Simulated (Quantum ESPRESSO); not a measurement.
## Collinear magnetic orders of Mn3Si with Quantum ESPRESSO

Aim: find out which collinear order of Mn3Si costs least.

Program: Quantum ESPRESSO 7.5. Level of theory: LDA; plane waves with GBRV 1.5 LDA potentials, no spin-orbit coupling. Results are calculated unless marked as measured.

### Step 1. The starting structure

Symmetry: Fm-3m, No. 225, cubic system. Conventional cell: a = 5.722 Å, b = 5.722 Å, c = 5.722 Å, α = 90.00°, β = 90.00°, γ = 90.00°. Mn has 8 Mn at 2.48 Å and 6 Si at 2.86 Å nearest. Nearest to Mn lie 4 Si at 2.48 Å and 4 Mn at 2.48 Å. Nearest to Si lie 14 Mn at 2.48 to 2.86 Å. Farther neighbours are not listed.

Structure file:

```cif
data_structure
_symmetry_space_group_name_H-M 'Fm-3m'
_symmetry_Int_Tables_number 225
_cell_length_a 5.7220
_cell_length_b 5.7220
_cell_length_c 5.7220
_cell_angle_alpha 90.000
_cell_angle_beta 90.000
_cell_angle_gamma 90.000
_cell_volume 187.35
loop_
_atom_site_label
_atom_site_type_symbol
_atom_site_symmetry_multiplicity
_atom_site_Wyckoff_symbol
_atom_site_fract_x
_atom_site_fract_y
_atom_site_fract_z
_atom_site_occupancy
Mn1 Mn 4 b 0.50000 0.00000 0.00000 1
Mn2 Mn 8 c 0.25000 0.75000 0.75000 1
Si1 Si 4 a 0.00000 0.00000 0.00000 1
```

The cell comes from the Crystallography Open Database.

### Step 2. Start 1: ferro +++

The signs are those of the starting moments on the seeded atoms, the atoms that are given a moment.

Contents of pw.in:

```
&CONTROL
  calculation = 'scf'
  prefix = 'pwscf'
  outdir = './tmp'
  pseudo_dir = './pseudo'
  disk_io = 'nowf'
/
&SYSTEM
  ibrav = 0
  celldm(1) = 8
  nat = 4
  ntyp = 2
  ecutwfc = 40
  ecutrho = 280
  nbnd = 39
  occupations = 'smearing'
  smearing = 'fd'
  degauss = 0.00734986
  nspin = 2
  starting_magnetization(1) = 0.2333
  starting_magnetization(2) = 0
/
&ELECTRONS
  conv_thr = 8d-09
  electron_maxstep = 150
  mixing_beta = 0.3
/
ATOMIC_SPECIES
Mn     54.9380 mn_lda_v1.5.uspp.F.UPF
Si     28.0850 si_lda_v1.uspp.F.UPF
CELL_PARAMETERS alat
   0.0000000000000    0.6758133053193    0.6758133053193
   0.6758133053193    0.0000000000000    0.6758133053193
   0.6758133053193    0.6758133053193    0.0000000000000
ATOMIC_POSITIONS crystal
Mn      0.5000000000    0.5000000000    0.5000000000
Mn      0.2500000000    0.2500000000    0.2500000000
Mn      0.7500000000    0.7500000000    0.7500000000
Si      0.0000000000    0.0000000000    0.0000000000
K_POINTS automatic
8 8 8 0 0 0
```

Run with:

```console
$ OMP_NUM_THREADS=1 mpirun -n 4 pw.x -nk 4 -in pw.in > pw.out
```

What it wrote:

```text
Program PWSCF v.7.5 starts

     Message from routine setup:
     using ibrav=0 with symmetry is DISCOURAGED, use correct ibrav instead

     K-points division:     npool     =       4
     Subspace diagonalization in iterative solution of the eigenvalue problem:

     G-vector sticks info
     --------------------
     sticks:   dense  smooth     PW     G-vecs:    dense   smooth      PW
     Sum        1135     649    199                25101    10849    1893

     Using Slab Decomposition

     bravais-lattice index     =            0
     lattice parameter (alat)  =       8.0000  a.u.
     unit-cell volume          =     316.0677 (a.u.)^3
     number of atoms/cell      =            4
     number of atomic types    =            2
     number of electrons       =        49.00
     number of Kohn-Sham states=           39
     kinetic-energy cutoff     =      40.0000  Ry
     charge density cutoff     =     280.0000  Ry
     scf convergence threshold =      8.0E-09
     mixing beta               =       0.3000
     number of iterations used =            8  plain     mixing
     Exchange-correlation= SLA  PZ   NOGX NOGC
                           (   1   1   0   0   0   0   0)

     celldm(1)=   8.000000  celldm(2)=   0.000000  celldm(3)=   0.000000
     celldm(4)=   0.000000  celldm(5)=   0.000000  celldm(6)=   0.000000

     crystal axes: (cart. coord. in units of alat)
               a(1) = (   0.000000   0.675813   0.675813 )
               a(2) = (   0.675813   0.000000   0.675813 )
               a(3) = (   0.675813   0.675813   0.000000 )

     reciprocal axes: (cart. coord. in units 2 pi/alat)
               b(1) = ( -0.739849  0.739849  0.739849 )
               b(2) = (  0.739849 -0.739849  0.739849 )
               b(3) = (  0.739849  0.739849 -0.739849 )

     PseudoPot. # 1 for Mn read from file:
     mn_lda_v1.5.uspp.F.UPF
     Pseudo is Ultrasoft + core correction, Zval = 15.0
     Generated by new atomic code, or converted to UPF format
     Using radial grid of  859 points,  6 beta functions with:
                l(1) =   0
                l(2) =   0
                l(3) =   1
                l(4) =   1
                l(5) =   2
                l(6) =   2
     Q(r) pseudized with  8 coefficients,  rinner =    0.950   0.950   0.950
                                                       0.950   0.950

     PseudoPot. # 2 for Si read from file:
     si_lda_v1.uspp.F.UPF
     Pseudo is Ultrasoft + core correction, Zval =  4.0
     Generated by new atomic code, or converted to UPF format
     Using radial grid of  899 points,  6 beta functions with:
                l(1) =   0
                l(2) =   0
                l(3) =   1
                l(4) =   1
                l(5) =   2
                l(6) =   2
     Q(r) pseudized with  8 coefficients,  rinner =    0.900   0.900   0.900
                                                       0.900   0.900

     atomic species   valence    mass     pseudopotential
     Mn               15.00    54.93800     Mn( 1.00)
     Si                4.00    28.08500     Si( 1.00)

     Starting magnetic structure
     atomic species   magnetization
     Mn              0.233
     Si              0.000

     48 Sym. Ops., with inversion, found

   Cartesian axes

     site n.     atom                  positions (alat units)
         1        Mn     tau(   1) = (   0.6758133   0.6758133   0.6758133  )
         2        Mn     tau(   2) = (   0.3379067   0.3379067   0.3379067  )
         3        Mn     tau(   3) = (   1.0137200   1.0137200   1.0137200  )
         4        Si     tau(   4) = (   0.0000000   0.0000000   0.0000000  )

     number of k points=    29  Fermi-Dirac smearing, width (Ry)=  0.0073
                       cart. coord. in units 2pi/alat
        k(    1) = (   0.0000000   0.0000000   0.0000000), wk =   0.0019531
        k(    2) = (   0.0924812   0.0924812  -0.0924812), wk =   0.0156250
        k(    3) = (   0.1849623   0.1849623  -0.1849623), wk =   0.0156250
        k(    4) = (   0.2774435   0.2774435  -0.2774435), wk =   0.0156250
        k(    5) = (  -0.3699246  -0.3699246   0.3699246), wk =   0.0078125
        [... 24 further k-points ...]

     Dense  grid:    25101 G-vectors     FFT dimensions: (  45,  45,  45)

     Smooth grid:    10849 G-vectors     FFT dimensions: (  32,  32,  32)

     Check: negative core charge=   -0.000060
     Generating pointlists ...
     new r_m :   0.2414 (alat units)  1.9314 (a.u.) for type    1
     new r_m :   0.2414 (alat units)  1.9314 (a.u.) for type    2

     Initial potential from superposition of free atoms

     starting charge      47.4992, renormalised to      49.0000
     Starting wfcs are   43 randomized atomic wfcs

     Self-consistent Calculation

     iteration #  1     ecut=    40.00 Ry     beta= 0.30
     Davidson diagonalization with overlap
     ethr =  1.00E-02,  avg # of iterations =  4.7

     total energy              =    -642.06525921 Ry
     estimated scf accuracy    <       4.95195453 Ry

     total magnetization       =     4.18 Bohr mag/cell
     absolute magnetization    =     4.37 Bohr mag/cell

     iteration #  2     ecut=    40.00 Ry     beta= 0.30
     Davidson diagonalization with overlap
     ethr =  1.00E-02,  avg # of iterations =  2.0

     total energy              =    -642.96831828 Ry
     estimated scf accuracy    <       1.13399877 Ry

     total magnetization       =     6.54 Bohr mag/cell
     absolute magnetization    =     6.82 Bohr mag/cell

     iteration #  3     ecut=    40.00 Ry     beta= 0.30
     Davidson diagonalization with overlap
     ethr =  2.31E-03,  avg # of iterations =  1.5

     total energy              =    -643.03333915 Ry
     estimated scf accuracy    <       3.32470671 Ry

     total magnetization       =     6.44 Bohr mag/cell
     absolute magnetization    =     6.53 Bohr mag/cell

     [... further iterations left out ...]

     iteration # 34     ecut=    40.00 Ry     beta= 0.30
     Davidson diagonalization with overlap
     ethr =  5.32E-09,  avg # of iterations =  2.2

     total energy              =    -643.29242091 Ry
     estimated scf accuracy    <       0.00000072 Ry

     total magnetization       =     1.13 Bohr mag/cell
     absolute magnetization    =     3.79 Bohr mag/cell

     iteration # 35     ecut=    40.00 Ry     beta= 0.30
     Davidson diagonalization with overlap
     ethr =  1.46E-09,  avg # of iterations =  2.8

     total energy              =    -643.29242364 Ry
     estimated scf accuracy    <       0.00000020 Ry

     total magnetization       =     1.14 Bohr mag/cell
     absolute magnetization    =     3.77 Bohr mag/cell

     iteration # 36     ecut=    40.00 Ry     beta= 0.30
     Davidson diagonalization with overlap
     ethr =  4.18E-10,  avg # of iterations =  2.2

     total energy              =    -643.29242429 Ry
     estimated scf accuracy    <       0.00000002 Ry

     total magnetization       =     1.13 Bohr mag/cell
     absolute magnetization    =     3.78 Bohr mag/cell

     iteration # 37     ecut=    40.00 Ry     beta= 0.30
     Davidson diagonalization with overlap
     ethr =  4.63E-11,  avg # of iterations =  1.8

     Magnetic moment per site  (integrated on atomic sphere of radius R)
     atom   1 (R=0.241)  charge= 13.3305  magn=  2.3000
     atom   2 (R=0.241)  charge= 13.4048  magn= -0.6210
     atom   3 (R=0.241)  charge= 13.4048  magn= -0.6210
     atom   4 (R=0.241)  charge=  2.1368  magn=  0.0303

     End of self-consistent calculation

     [... lines left out ...]
     the Fermi energy is    16.7458 ev

!    total energy              =    -643.29242432 Ry
     estimated scf accuracy    <          1.2E-10 Ry
     smearing contrib. (-TS)   =      -0.00958759 Ry
     internal energy E=F+TS    =    -643.28283673 Ry

     The total energy is F=E-TS. E is the sum of the following terms:
     one-electron contribution =    -303.64417439 Ry
     hartree contribution      =     178.45530568 Ry
     xc contribution           =     -83.10933484 Ry
     ewald contribution        =    -434.98463318 Ry

     total magnetization       =     1.14 Bohr mag/cell
     absolute magnetization    =     3.78 Bohr mag/cell

     convergence has been achieved in  37 iterations

=------------------------------------------------------------------------------=
   JOB DONE.
=------------------------------------------------------------------------------=
```

Run time: 34 s. Hardware: 4 MPI ranks of Intel Xeon Platinum 8488C (Sapphire Rapids), shared host; peak memory 0.4 GiB.

Spin moment in the atom's sphere by atom:

| atom | spin moment in the atom's sphere (μB) |
| --- | --- |
| Mn1 | 2.30 |
| Mn2 | -0.62 |
| Mn3 | -0.62 |
| Si4 | 0.03 |

Read from the output:

- smearing term TS: 0.1304 eV
- magnetization: 1.135 μB
- absolute magnetization: 3.777 μB
- final state: ferrimagnetic

The typed signs were not kept.

### Step 3. Run 2 (ferri +−−)

Contents of pw.in:

```
&CONTROL
  calculation = 'scf'
  prefix = 'pwscf'
  outdir = './tmp'
  pseudo_dir = './pseudo'
  disk_io = 'nowf'
/
&SYSTEM
  ibrav = 0
  celldm(1) = 8
  nat = 4
  ntyp = 3
  ecutwfc = 40
  ecutrho = 280
  nbnd = 35
  occupations = 'smearing'
  smearing = 'fd'
  degauss = 0.00734986
  nspin = 2
  starting_magnetization(1) = 0.2333
  starting_magnetization(2) = -0.2333
  starting_magnetization(3) = 0
/
&ELECTRONS
  conv_thr = 8d-09
  electron_maxstep = 150
  mixing_beta = 0.3
/
ATOMIC_SPECIES
Mn1    54.9380 mn_lda_v1.5.uspp.F.UPF
Mn2    54.9380 mn_lda_v1.5.uspp.F.UPF
Si     28.0850 si_lda_v1.uspp.F.UPF
CELL_PARAMETERS alat
   0.0000000000000    0.6758133053193    0.6758133053193
   0.6758133053193    0.0000000000000    0.6758133053193
   0.6758133053193    0.6758133053193    0.0000000000000
ATOMIC_POSITIONS crystal
Mn1     0.5000000000    0.5000000000    0.5000000000
Mn2     0.2500000000    0.2500000000    0.2500000000
Mn2     0.7500000000    0.7500000000    0.7500000000
Si      0.0000000000    0.0000000000    0.0000000000
K_POINTS automatic
8 8 8 0 0 0
```

What it wrote:

```text
[banner, memory and clock lines left out]
Program PWSCF v.7.5 starts

     Message from routine setup:
     using ibrav=0 with symmetry is DISCOURAGED, use correct ibrav instead

     bravais-lattice index     =            0
     lattice parameter (alat)  =       8.0000  a.u.
     unit-cell volume          =     316.0677 (a.u.)^3
     number of atoms/cell      =            4
     number of atomic types    =            3
     number of electrons       =        49.00
     number of Kohn-Sham states=           35
     kinetic-energy cutoff     =      40.0000  Ry
     charge density cutoff     =     280.0000  Ry
     scf convergence threshold =      8.0E-09
     mixing beta               =       0.3000
     number of iterations used =            8  plain     mixing
     Exchange-correlation= SLA  PZ   NOGX NOGC
                           (   1   1   0   0   0   0   0)

     celldm(1)=   8.000000  celldm(2)=   0.000000  celldm(3)=   0.000000
     celldm(4)=   0.000000  celldm(5)=   0.000000  celldm(6)=   0.000000

     crystal axes: (cart. coord. in units of alat)
               a(1) = (   0.000000   0.675813   0.675813 )
               a(2) = (   0.675813   0.000000   0.675813 )
               a(3) = (   0.675813   0.675813   0.000000 )

     reciprocal axes: (cart. coord. in units 2 pi/alat)
               b(1) = ( -0.739849  0.739849  0.739849 )
               b(2) = (  0.739849 -0.739849  0.739849 )
               b(3) = (  0.739849  0.739849 -0.739849 )

     PseudoPot. # 1 for Mn read from file:
     mn_lda_v1.5.uspp.F.UPF
     Pseudo is Ultrasoft + core correction, Zval = 15.0

     PseudoPot. # 2 for Mn read from file:
     mn_lda_v1.5.uspp.F.UPF
     Pseudo is Ultrasoft + core correction, Zval = 15.0

     PseudoPot. # 3 for Si read from file:
     si_lda_v1.uspp.F.UPF
     Pseudo is Ultrasoft + core correction, Zval =  4.0

     atomic species   valence    mass     pseudopotential
     Mn1              15.00    54.93800     Mn( 1.00)
     Mn2              15.00    54.93800     Mn( 1.00)
     Si                4.00    28.08500     Si( 1.00)

     Starting magnetic structure
     atomic species   magnetization
     Mn1             0.233
     Mn2            -0.233
     Si              0.000

     48 Sym. Ops., with inversion, found

   Cartesian axes

     site n.     atom                  positions (alat units)
         1        Mn1    tau(   1) = (   0.6758133   0.6758133   0.6758133  )
         2        Mn2    tau(   2) = (   0.3379067   0.3379067   0.3379067  )
         3        Mn2    tau(   3) = (   1.0137200   1.0137200   1.0137200  )
         4        Si     tau(   4) = (   0.0000000   0.0000000   0.0000000  )

     number of k points=    29  Fermi-Dirac smearing, width (Ry)=  0.0073
                       cart. coord. in units 2pi/alat
        k(    1) = (   0.0000000   0.0000000   0.0000000), wk =   0.0019531
        k(    2) = (   0.0924812   0.0924812  -0.0924812), wk =   0.0156250
        k(    3) = (   0.1849623   0.1849623  -0.1849623), wk =   0.0156250
        k(    4) = (   0.2774435   0.2774435  -0.2774435), wk =   0.0156250
        k(    5) = (  -0.3699246  -0.3699246   0.3699246), wk =   0.0078125
        [... 24 further k-points ...]

     Dense  grid:    25101 G-vectors     FFT dimensions: (  45,  45,  45)

     Smooth grid:    10849 G-vectors     FFT dimensions: (  32,  32,  32)

     Check: negative core charge=   -0.000060
     Generating pointlists ...
     new r_m :   0.2414 (alat units)  1.9314 (a.u.) for type    1
     new r_m :   0.2414 (alat units)  1.9314 (a.u.) for type    2
     new r_m :   0.2414 (alat units)  1.9314 (a.u.) for type    3

     Initial potential from superposition of free atoms

     starting charge      47.4992, renormalised to      49.0000
     Starting wfcs are   43 randomized atomic wfcs

     Self-consistent Calculation

     iteration #  1     ecut=    40.00 Ry     beta= 0.30
     Davidson diagonalization with overlap
     ethr =  1.00E-02,  avg # of iterations =  3.1

     total energy              =    -642.23448470 Ry
     estimated scf accuracy    <       4.58773476 Ry

     total magnetization       =     0.20 Bohr mag/cell
     absolute magnetization    =     5.25 Bohr mag/cell

     iteration #  2     ecut=    40.00 Ry     beta= 0.30
     Davidson diagonalization with overlap
     ethr =  9.36E-03,  avg # of iterations =  2.1

     total energy              =    -643.18156843 Ry
     estimated scf accuracy    <       0.33213908 Ry

     total magnetization       =    -1.04 Bohr mag/cell
     absolute magnetization    =     7.28 Bohr mag/cell

     [... further iterations left out ...]

     iteration # 18     ecut=    40.00 Ry     beta= 0.30
     Davidson diagonalization with overlap
     ethr =  2.17E-11,  avg # of iterations =  3.2

     total energy              =    -643.29242432 Ry
     estimated scf accuracy    <       0.00000002 Ry

     total magnetization       =     1.14 Bohr mag/cell
     absolute magnetization    =     3.78 Bohr mag/cell

     iteration # 19     ecut=    40.00 Ry     beta= 0.30
     Davidson diagonalization with overlap
     ethr =  2.17E-11,  avg # of iterations =  1.7

     Magnetic moment per site  (integrated on atomic sphere of radius R)
     atom   1 (R=0.241)  charge= 13.3305  magn=  2.3001
     atom   2 (R=0.241)  charge= 13.4048  magn= -0.6210
     atom   3 (R=0.241)  charge= 13.4048  magn= -0.6210
     atom   4 (R=0.241)  charge=  2.1368  magn=  0.0303

     End of self-consistent calculation

     [... lines left out ...]
     the Fermi energy is    16.7458 ev

!    total energy              =    -643.29242432 Ry
     estimated scf accuracy    <          2.2E-09 Ry
     smearing contrib. (-TS)   =      -0.00958729 Ry
     internal energy E=F+TS    =    -643.28283703 Ry

     The total energy is F=E-TS. E is the sum of the following terms:
     one-electron contribution =    -303.64493675 Ry
     hartree contribution      =     178.45619539 Ry
     xc contribution           =     -83.10946249 Ry
     ewald contribution        =    -434.98463318 Ry

     total magnetization       =     1.14 Bohr mag/cell
     absolute magnetization    =     3.78 Bohr mag/cell

     convergence has been achieved in  19 iterations
```

It took 19 s on 4 MPI ranks; peak memory 0.41 GiB; 74 s of CPU time.

Spin moment in the atom's sphere by atom:

| atom | spin moment in the atom's sphere (μB) |
| --- | --- |
| Mn1 | 2.30 |
| Mn2 | -0.62 |
| Mn3 | -0.62 |
| Si4 | 0.03 |

Read from the output:

- smearing term TS: 0.1304 eV
- magnetization: 1.135 μB
- absolute magnetization: 3.777 μB
- final state: ferrimagnetic

(Continued in part 2 of 2.)

[Logs and program files are shortened in this print: banners, set-up blocks, solver, clock and traceback lines can be left out without a mark of their own.]

[Logs are printed without paths, hosts, clocks, repeated set-up lines and the standing remarks that a program may print on its own settings, such as how far it seeks lower states.]

[Hosts, paths, dates, database ids (printed as entryN), source tags and the programs' standing remarks are cut or masked in the printed files.]

[Where a cell is said to come from a database of computed structures, the database is the Materials Project.]
